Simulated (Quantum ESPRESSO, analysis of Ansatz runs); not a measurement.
# Migration in LiTaF6 (R-3): Li_i hop between interstitial places, charge +1 (Quantum ESPRESSO), part 3 of 3

How high is the barrier when Li changes place in LiTaF6 (R-3)? The case: Li_i hop between interstitial places, charge +1, in a cell of 64 host atoms with 1 Li put in.

Quantum ESPRESSO 7.5; Quantum ESPRESSO plane-wave DFT, PBEsol, GBRV 1.5 PBEsol potentials; nudged elastic band between two relaxed defect structures at fixed charge in a uniform background.

So far: The structure; Relaxation of the start point, charge +1; Relaxation of the end point, charge +1.

### 4. Nudged elastic band, charge +1

3 movable images are laid between the ends by interpolation. Each image feels the true force across the path and a spring force along it. The highest image is set to climb to the top of the path.

This step: Quantum ESPRESSO plane-wave DFT, PBEsol, GBRV 1.5 PBEsol potentials; nudged elastic band between two relaxed defect structures at fixed charge in a uniform background.

Input file neb.in:

```
BEGIN
BEGIN_PATH_INPUT
&PATH
  restart_mode = 'from_scratch'
  string_method = 'neb'
  nstep_path = 45
  ds = 1.5
  opt_scheme = 'broyden'
  num_of_images = 5
  k_max = 0.3
  k_min = 0.2
  CI_scheme = 'auto'
  path_thr = 0.05
/
END_PATH_INPUT
BEGIN_ENGINE_INPUT
&CONTROL
  prefix = 'pwscf'
  outdir = './tmp'
  pseudo_dir = './pseudo'
  disk_io = 'low'
/
&SYSTEM
  ibrav = 0
  nat = 65
  ntyp = 3
  ecutwfc = 40
  ecutrho = 324
  nbnd = 237
  occupations = 'fixed'
  tot_charge = 1
  nosym = .true.
/
&ELECTRONS
  conv_thr = 6d-08
  electron_maxstep = 100
  mixing_beta = 0.5
/
ATOMIC_SPECIES
Li     6.9400 li_pbesol_v1.4.uspp.F.UPF
Ta   180.9479 ta_pbesol_v1.uspp.F.UPF
F     18.9984 f_pbesol_v1.4.uspp.F.UPF
CELL_PARAMETERS angstrom
   5.1867002161    2.9945428040    9.0872770907
  -5.1867002161    2.9945428040    9.0872770907
   0.0000000000   -5.9890854080    9.0872770909
BEGIN_POSITIONS
FIRST_IMAGE
ATOMIC_POSITIONS crystal
Li     0.2482401395    0.2482010495    0.2485130574
Ta     0.0000772798    0.0003541282    0.0002193682
F      0.3251156445    0.1207335226    0.4310311202
F      0.1206872939    0.4309423368    0.3253696382
F      0.4303491655    0.3251084088    0.1212036160
F      0.1740672160    0.3784134122    0.0687666180
F      0.3782627190    0.0686032175    0.1742068154
F      0.0689267636    0.1739814845    0.3782621327
Li     0.2455920988    0.2463024571    0.7616463180
Ta    -0.0000261476   -0.0002507125    0.5003830833
F      0.3257723404    0.1222171615    0.9309014572
F      0.1217448430    0.4306985265    0.8259058688
F      0.4280738237    0.3316654976    0.6134048607
F      0.1891233427    0.3834417132    0.5486750454
F      0.3764660565    0.0700632962    0.6745625861
F      0.0684101967    0.1754649346    0.8773535159
Li     0.2460330458    0.7611891293    0.2460614710
Ta    -0.0002536883    0.5007843301   -0.0000462585
F      0.3309676387    0.6129852264    0.4295226138
F      0.1223922302    0.9304885778    0.3260045152
F      0.4303195176    0.8256262783    0.1218619336
F      0.1751523492    0.8773292982    0.0685988207
F      0.3832305242    0.5479858599    0.1900045651
F      0.0695113265    0.6748659735    0.3765005165
Li     0.2402844640    0.7550723346    0.7546722571
Ta    -0.0026236313    0.5026022770    0.4979178214
F      0.3234740239    0.6245195453    0.9366983532
F      0.1212156007    0.9330011240    0.8249105237
F      0.4292296627    0.8247504784    0.6236866681
F      0.1747378069    0.8765415400    0.5692699224
F      0.3761347912    0.5680428106    0.6790823741
F      0.0683689732    0.6752422249    0.8786204106
Li     0.7611238741    0.2460075883    0.2461371959
Ta     0.5003106719   -0.0002729745   -0.0000641867
F      0.8260488160    0.1220765687    0.4300926867
F      0.6118922723    0.4285254887    0.3322946627
F      0.9299654834    0.3267734337    0.1223257982
F      0.6742583745    0.3761744968    0.0702364939
F      0.8773372821    0.0687717108    0.1752485045
F      0.5486829026    0.1889801947    0.3833631981
Li     0.7544810268    0.2402879432    0.7547858600
Ta     0.4976828341   -0.0025980182    0.5026932360
F      0.8248578302    0.1214493944    0.9327277278
F      0.6228305869    0.4291967298    0.8253566804
F      0.9358813463    0.3240548045    0.6242169823
F      0.6782251677    0.3759555168    0.5684060439
F      0.8786164651    0.0683094967    0.6749137478
F      0.5693798197    0.1743570732    0.8768186612
Li     0.7545258881    0.7545560708    0.2405848999
Ta     0.5021053438    0.4976263934   -0.0020091652
F      0.8245147814    0.6234217342    0.4297685652
F      0.6239734673    0.9361808404    0.3239894616
F      0.9323260215    0.8253146406    0.1214689980
F      0.6747933420    0.8781164706    0.0685996158
F      0.8767128041    0.5695133714    0.1748289569
F      0.5681352467    0.6782248606    0.3764138108
Li     0.7516629161    0.7516296236    0.7518640696
Ta     0.5029456310    0.5034135727    0.5039644450
F      0.8257378996    0.6225224133    0.9306156557
F      0.6216785467    0.9305946545    0.8258036791
F      0.9303501623    0.8259585126    0.6218218607
F      0.6743476271    0.8830185795    0.5659128236
F      0.8832811621    0.5656975753    0.6746335906
F      0.5659458242    0.6738792739    0.8838008060
Li     0.3945143698    0.3938478755    0.3945991768
INTERMEDIATE_IMAGE
ATOMIC_POSITIONS crystal
Li     0.2473777969    0.2473544940    0.2515087944
Ta     0.0000984085    0.0005782860    0.0000261018
[... 63 atom lines left out ...]
INTERMEDIATE_IMAGE
ATOMIC_POSITIONS crystal
Li     0.2467070659    0.2466773092    0.2539219308
Ta     0.0001036813    0.0007427828   -0.0001028791
[... 63 atom lines left out ...]
INTERMEDIATE_IMAGE
ATOMIC_POSITIONS crystal
Li     0.2460397005    0.2460907016    0.2563492046
Ta     0.0001009955    0.0009107485   -0.0001818456
[... 63 atom lines left out ...]
LAST_IMAGE
ATOMIC_POSITIONS crystal
Li     0.2452283104    0.2453307565    0.2593412943
Ta     0.0001602749    0.0010970181   -0.0002983144
[... 10 atom lines left out ...]
F      0.4341495046    0.3265622435    0.6166077278
[... 3 atom lines left out ...]
Li     0.2388704910    0.7547123144    0.2537669280
[... 1 atom line left out ...]
F      0.3254816418    0.6244877346    0.4304254428
[... 1 atom line left out ...]
F      0.4516670168    0.8107741009    0.1167894442
[... 1 atom line left out ...]
F      0.3872239152    0.5712103952    0.1688828218
[... 9 atom lines left out ...]
Li     0.7532801512    0.2389780936    0.2550668625
[... 2 atom lines left out ...]
F      0.6163445970    0.4521226299    0.3112096640
[... 1 atom line left out ...]
F      0.6679264973    0.3869334756    0.0718250681
[... 1 atom line left out ...]
F      0.5687206534    0.1747391591    0.3789002308
[... 9 atom lines left out ...]
Ta     0.4961517903    0.4966109011   -0.0029610892
[... 7 atom lines left out ...]
Ta     0.4975444139    0.5030564064    0.5028637442
[... 6 atom lines left out ...]
Li     0.6054486654    0.6059408762    0.1058094456
END_POSITIONS
K_POINTS gamma
END_ENGINE_INPUT
END
```

Command:

```bash
$ OMP_NUM_THREADS=1 mpirun -n 4 neb.x -ni 2 -inp neb.in > neb.out
```

Output:

```text
[shortened: banners, details of potentials and solvers, and blank lines are left out]
[banner, memory and clock lines left out]
     path-images division:  nimage    =       2
     initial path length           =  6.4356 bohr
     initial inter-image distance  =  1.6089 bohr
     string_method                 =    neb
     restart_mode                  =    from_scratch
     opt_scheme                    =    broyden
     num_of_images                 =    5
     nstep_path                    =    45
     CI_scheme                     =    auto
     first_last_opt                =    F
     use_freezing                  =    F
     ds                            =    1.5000 a.u.
     k_max                         =    0.3000 a.u.
     k_min                         =    0.2000 a.u.
     path_thr                      =    0.0500 eV / A
     ------------------------------ iteration   1 ------------------------------
     activation energy (->) =   1.185347 eV
     activation energy (<-) =   1.184583 eV
     image        energy (eV)        error (eV/A)        frozen
         1     -48981.9479392            0.027106            T
         2     -48981.3510717            1.928085            F
         3     -48980.7625920            1.653828            F
         4     -48981.3496798            1.938472            F
         5     -48981.9471749            0.025313            T
     climbing image =  3
     path length          =  6.436 bohr
[...]
------------------------------ iteration   3 ------------------------------
     activation energy (->) =   0.895024 eV
     activation energy (<-) =   0.894259 eV
     image        energy (eV)        error (eV/A)        frozen
         1     -48981.9479392            0.027106            T
         2     -48981.4525941            0.818838            F
         3     -48981.0529157            0.927286            F
         4     -48981.4509160            0.814678            F
         5     -48981.9471749            0.025313            T
     climbing image =  3
     path length          =  6.423 bohr
[...]
------------------------------ iteration   5 ------------------------------
     activation energy (->) =   0.698740 eV
     activation energy (<-) =   0.697976 eV
     image        energy (eV)        error (eV/A)        frozen
         1     -48981.9479392            0.027106            T
         2     -48981.5392971            0.263318            F
         3     -48981.2491992            0.312693            F
         4     -48981.5371056            0.261608            F
         5     -48981.9471749            0.025313            T
     climbing image =  3
     path length          =  6.499 bohr
[...]
------------------------------ iteration   7 ------------------------------
     activation energy (->) =   0.593191 eV
     activation energy (<-) =   0.592427 eV
     image        energy (eV)        error (eV/A)        frozen
         1     -48981.9479392            0.027106            T
         2     -48981.6024555            0.160389            F
         3     -48981.3547479            0.207783            F
         4     -48981.5995806            0.162207            F
         5     -48981.9471749            0.025313            T
     climbing image =  3
     path length          =  6.641 bohr
[...]
------------------------------ iteration   9 ------------------------------
     activation energy (->) =   0.542503 eV
     activation energy (<-) =   0.541738 eV
     image        energy (eV)        error (eV/A)        frozen
         1     -48981.9479392            0.027106            T
         2     -48981.6300683            0.294344            F
         3     -48981.4054364            0.402774            F
         4     -48981.6270712            0.294615            F
         5     -48981.9471749            0.025313            T
     climbing image =  3
     path length          =  6.818 bohr
[...]
------------------------------ iteration  11 ------------------------------
     activation energy (->) =   0.519018 eV
     activation energy (<-) =   0.518254 eV
     image        energy (eV)        error (eV/A)        frozen
         1     -48981.9479392            0.027106            T
         2     -48981.6425082            0.131293            F
         3     -48981.4289211            0.127810            F
         4     -48981.6397418            0.132769            F
         5     -48981.9471749            0.025313            T
     climbing image =  3
     path length          =  6.838 bohr
[...]
------------------------------ iteration  13 ------------------------------
     activation energy (->) =   0.474122 eV
     activation energy (<-) =   0.473358 eV
     image        energy (eV)        error (eV/A)        frozen
         1     -48981.9479392            0.027106            T
         2     -48981.6766629            0.132312            F
         3     -48981.4738168            0.129012            F
         4     -48981.6744600            0.138233            F
         5     -48981.9471749            0.025313            T
     climbing image =  3
     path length          =  7.096 bohr
[...]
------------------------------ iteration  15 ------------------------------
     activation energy (->) =   0.470851 eV
     activation energy (<-) =   0.470086 eV
     image        energy (eV)        error (eV/A)        frozen
         1     -48981.9479392            0.027106            T
         2     -48981.6822151            0.186578            F
         3     -48981.4770887            0.171218            F
         4     -48981.6803581            0.178266            F
         5     -48981.9471749            0.025313            T
     climbing image =  3
     path length          =  7.170 bohr
[...]
------------------------------ iteration  17 ------------------------------
     activation energy (->) =   0.467855 eV
     activation energy (<-) =   0.467090 eV
     image        energy (eV)        error (eV/A)        frozen
         1     -48981.9479392            0.027106            T
         2     -48981.6957370            0.124486            F
         3     -48981.4800845            0.142660            F
         4     -48981.6944742            0.126474            F
         5     -48981.9471749            0.025313            T
     climbing image =  3
     path length          =  7.468 bohr
[...]
------------------------------ iteration  19 ------------------------------
     activation energy (->) =   0.480853 eV
     activation energy (<-) =   0.480088 eV
     image        energy (eV)        error (eV/A)        frozen
         1     -48981.9479392            0.027106            T
         2     -48981.6973381            0.123025            F
         3     -48981.4670866            0.145885            F
         4     -48981.6965497            0.125034            F
         5     -48981.9471749            0.025313            T
     climbing image =  3
     path length          =  7.746 bohr
[...]
------------------------------ iteration  21 ------------------------------
     activation energy (->) =   0.465401 eV
     activation energy (<-) =   0.464637 eV
     image        energy (eV)        error (eV/A)        frozen
         1     -48981.9479392            0.027106            T
         2     -48981.7043972            0.053988            F
         3     -48981.4825383            0.090028            F
         4     -48981.7035643            0.057218            F
         5     -48981.9471749            0.025313            T
     climbing image =  3
     path length          =  7.667 bohr
[...]
------------------------------ iteration  23 ------------------------------
     activation energy (->) =   0.457778 eV
     activation energy (<-) =   0.457014 eV
     image        energy (eV)        error (eV/A)        frozen
         1     -48981.9479392            0.027106            T
         2     -48981.7012244            0.471221            F
         3     -48981.4901612            0.308888            F
         4     -48981.7002665            0.444270            F
         5     -48981.9471749            0.025313            T
     climbing image =  3
     path length          =  7.560 bohr
[...]
------------------------------ iteration  25 ------------------------------
     activation energy (->) =   0.446354 eV
     activation energy (<-) =   0.445590 eV
     image        energy (eV)        error (eV/A)        frozen
         1     -48981.9479392            0.027106            T
         2     -48981.7121091            0.121803            F
         3     -48981.5015849            0.075130            F
         4     -48981.7109017            0.153698            F
         5     -48981.9471749            0.025313            T
     climbing image =  3
     path length          =  7.573 bohr
[...]
------------------------------ iteration  26 ------------------------------
     activation energy (->) =   0.445515 eV
     activation energy (<-) =   0.444751 eV
     image        energy (eV)        error (eV/A)        frozen
         1     -48981.9479392            0.027106            T
         2     -48981.7130933            0.041287            F
         3     -48981.5024239            0.040429            F
         4     -48981.7121306            0.043690            F
         5     -48981.9471749            0.025313            T
     climbing image =  3
     path length          =  7.567 bohr
     inter-image distance =  1.892 bohr
     neb: convergence achieved in  26 iterations
```

Wall time 79 min (4 MPI ranks of Arm Neoverse V2, shared host); peak memory 4 GiB.

Images along the path:

```
image  path (Å)  energy (eV)      Li65: x, y, z (Å)
    0     0.000       0.0000  0.003, -0.003, 10.750
    1     1.102       0.2348   0.208, 0.796, 10.960
    2     2.007       0.4455  -0.002, 1.496, 11.362
    3     2.908       0.2358  -0.212, 2.193, 11.763
    4     4.004       0.0008  -0.003, 2.994, 11.970
```

This step gave:

```
barrier forward  : 0.4455 eV
barrier backward : 0.4448 eV
end less start   : 7.64e-4 eV
hop length       : 3.235 Å
```

The band met its tolerance of 0.05 eV/Å after 26 iterations, with image 2 on top (the start counts as 0). Li65, which moves farthest between the ends, has 3 F at 1.95 Å nearest at the start and 4 F at 1.82 to 1.94 Å at the top.

### 5. Outcome

| Property | Result |
| --- | --- |
| barrier forward | 0.45 eV |
| barrier backward | 0.44 eV |
| end less start | 0.00 eV |
| hop length | 3.24 Å |
| band iterations, as the log counts them | 26 |

What this shows: The top of the band lies 0.45 eV above the start and 0.44 eV above the end, which are alike in energy and neighbours. With an assumed prefactor of 1e13 per second it gives one hop a second along this one path at about 170 K; whether such hops link up through the crystal wasn't checked. At the top Li65 stands 1.82 Å from its nearest F, 0.13 Å closer than at the start. The order of the top as a saddle was not checked for all atoms, so a bent path could be lower. No image-charge correction is applied; it largely cancels along a path if the charge stays localised alike. Limits: sampling at the zone centre alone can move energies of charged and open-shell states by tenths of an eV or more in cells of this size; spin–orbit coupling, which can matter with heavy atoms, is left out.

[Logs are printed without paths, hosts, clocks, repeated set-up lines and the standing remarks that a program may print on its own settings, such as how far it seeks lower states.]

[Hosts, paths, dates, database ids (printed as entryN), source tags and the programs' standing remarks are cut or masked in the printed files.]
